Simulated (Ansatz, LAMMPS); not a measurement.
# Static equation of state of glassy ZnIn2Ga2O7 (180 atoms)

Density of this cell: 6.44 g/cm³. The cell holds 180 atoms: 30 Ga, 30 In, 105 O and 15 Zn. Cell: a = 12.634 Å, b = 12.959 Å, c = 12.921 Å, α = 91.0°, β = 90.7°, γ = 89.5°. The starting structure: 180 atoms (30 Fe, 30 Sc, 105 O, 15 Zn) placed at random at 4.03 g/cm³, melted at 4500 K for 20 ps at fixed volume with the Morse and Coulomb pair potential with partial charges (Pedone, Malavasi, Menziani, Cormack and Segre, J. Phys. Chem. B 110, 11780 (2006)). Quenched from 4500 K to 300 K at 20 K/ps and fixed volume, held 5 ps. Then Fe was replaced by Ga, Sc was replaced by In (the potential has no terms for the new elements, so the cell is a start for a DFT relaxation).

Calculated with Ansatz 0.2.0: Kohn-Sham DFT, LDA, PAW (set soft_2), plane waves; cutoff 420 eV, Γ point, fermi-dirac smearing of 0.05 eV. Cell and atoms were relaxed first, to V0 = 11.749 Å³ an atom at a residual P0 = -0.005 GPa. The cell was then scaled evenly, and the atoms were relaxed at each volume.

```
volume (Å³/atom)  pressure (GPa)
          10.574           14.27
          11.044               ?
          11.397           3.017
          12.102          -2.945
          12.454          -5.179
```

Task: Fit the third-order Birch–Murnaghan equation to the rows given and interpolate to the withheld row.

Worked fit:

Take the Eulerian strain f = ½[(V0/V)^(2/3) − 1] and the normalised pressure F = (P − P0) / [3f(1 + 2f)^(5/2)]. The third-order Birch–Murnaghan equation is then the line F = B0 + (3/2)B0(B′ − 4) f, so u = f and v = F.

| u = f | v = F (GPa) |
| --- | --- |
| 0.0363830 | 109.715 |
| 0.0102567 | 93.3549 |
| -0.00975647 | 105.531 |
| -0.0190504 | 99.7712 |

With n = 4: mean u = 0.00445822, mean v = 102.093, Σ(u − ū)² = 0.0018075, Σ(u − ū)(v − v̄) = 0.19839. Slope b = 0.19839 / 0.0018075 = 109.76; intercept a = v̄ − b ū = 101.60.

So B0 = a = 102 GPa and B′ = 4 + 2b/(3a) = 4.72. At the withheld volume f = 0.02106, F = a + b f = 103.9 GPa, and P = P0 + 3f(1 + 2f)^(5/2) F.

Prediction at 11.044: 7.272 GPa. The run gave 7.617 GPa, so the fit is low by 0.34 GPa (4.5 % of the value).

The series isn't one smooth equation of state: even a line fitted to all rows, the withheld one included, misses F by up to 11.2 %, the count of bonds changes along the series and an atom moves over 0.5 Å in some relaxation. B0 and B′ are then only the numbers of this fit, not moduli of the material. Among the rows given, the largest miss of the fit is at 10.574, by 0.54 GPa (2.8 % of the range of the table).

Limits: Static cells at zero temperature; the cell shape is held. The program notes that the SCF threshold of these relaxations is loose for the stress. The quench rate of 20 K/ps is many orders above laboratory rates, so the cell is likely richer in defects and strain than a real sample. The network of bonds at the start is that of the classical potential that made the cell, and needn't be the one that DFT or experiment would give. Only the Γ point is sampled, in a cell whose shortest periodic width is 13 Å.

[Logs are printed without paths, hosts, clocks, repeated set-up lines and the standing remarks that a program may print on its own settings, such as how far it seeks lower states.]

[Hosts, paths, dates, database ids (printed as entryN), source tags and the programs' standing remarks are cut or masked in the printed files.]
